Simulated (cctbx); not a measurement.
## Resonant diffraction in DySc3

Space group P6_3/mmc (no. 194), a = 6.3580 Å, b = 6.3580 Å, c = 5.5350 Å, α = 90.00°, β = 90.00°, γ = 120.00°.

```
atom  mult.       x       y    z  Ueq (Å²)
 Dy1      2     1/3     2/3  3/4    0.0038
 Sc1      6  0.1754  0.3508  1/4    0.0056
```

The model was made for the exercise: a known structure type with other elements put in, its volume estimated, not relaxed; displacement parameters are assumed.

Calculated with cctbx: free-atom f′ and f″ from the Sasaki tables, no fine structure; amplitudes in electrons.

| E (eV) | F 0 1 2 | F 1 2 1 | F 0 3 0 | F 0 2 0 |
| --- | --- | --- | --- | --- |
| 7190 | 36.7 | 55.9 | 55.3 | 94.4 |
| 7540 | 34.8 | 52.5 | 51.4 | 92.6 |
| 7670 | 33.2 | 49.8 | 48.2 | 91.0 |
| 7730 | 31.8 | 47.3 | 45.4 | 89.6 |
| 7760 | 30.3 | 44.8 | 42.5 | 88.2 |
| 7775 | 28.9 | 42.3 | 39.6 | 86.7 |
| 7782 | 27.6 | 40.1 | 37.1 | 85.4 |
| 7786 | 26.3 | 37.8 | 34.4 | 84.1 |
| 7794 | 27.2 | 39.8 | 37.3 | 84.4 |
| 7798 | 28.8 | 42.5 | 40.3 | 86.1 |
| 7805 | 30.1 | 44.8 | 42.9 | 87.5 |
| 7820 | 31.6 | 47.3 | 45.7 | 89.1 |
| 7850 | 33.1 | 49.8 | 48.5 | 90.6 |
| 7940 | 34.9 | 52.9 | 52.0 | 92.5 |
| 8190 | 36.3 | 55.3 | 54.7 | 94.1 |

**Question.** Which edge is crossed, and why do the reflections move as they do?

The L3 edge of Dy. The edge is at 7790 eV. f′ of Dy falls from -11.9 e at 7670 eV to -19.0 e at 4 eV below it, and f″ steps from 3.68 to 10.57 e across it. Over that approach |F| changes by -21 % (0 1 2), -24 % (1 2 1), -29 % (0 3 0) and -8 % (0 2 0): a reflection falls where Dy scatters in phase with the total and rises where it scatters against it; it hardly moves where the Dy term is small or cancels by symmetry. Above the edge the larger f″ enters the imaginary part, where it can add to or cancel the other atoms' f″. The structure is centrosymmetric, so Friedel mates stay equal.

[Logs are printed without paths, hosts, clocks, repeated set-up lines and the standing remarks that a program may print on its own settings, such as how far it seeks lower states.]
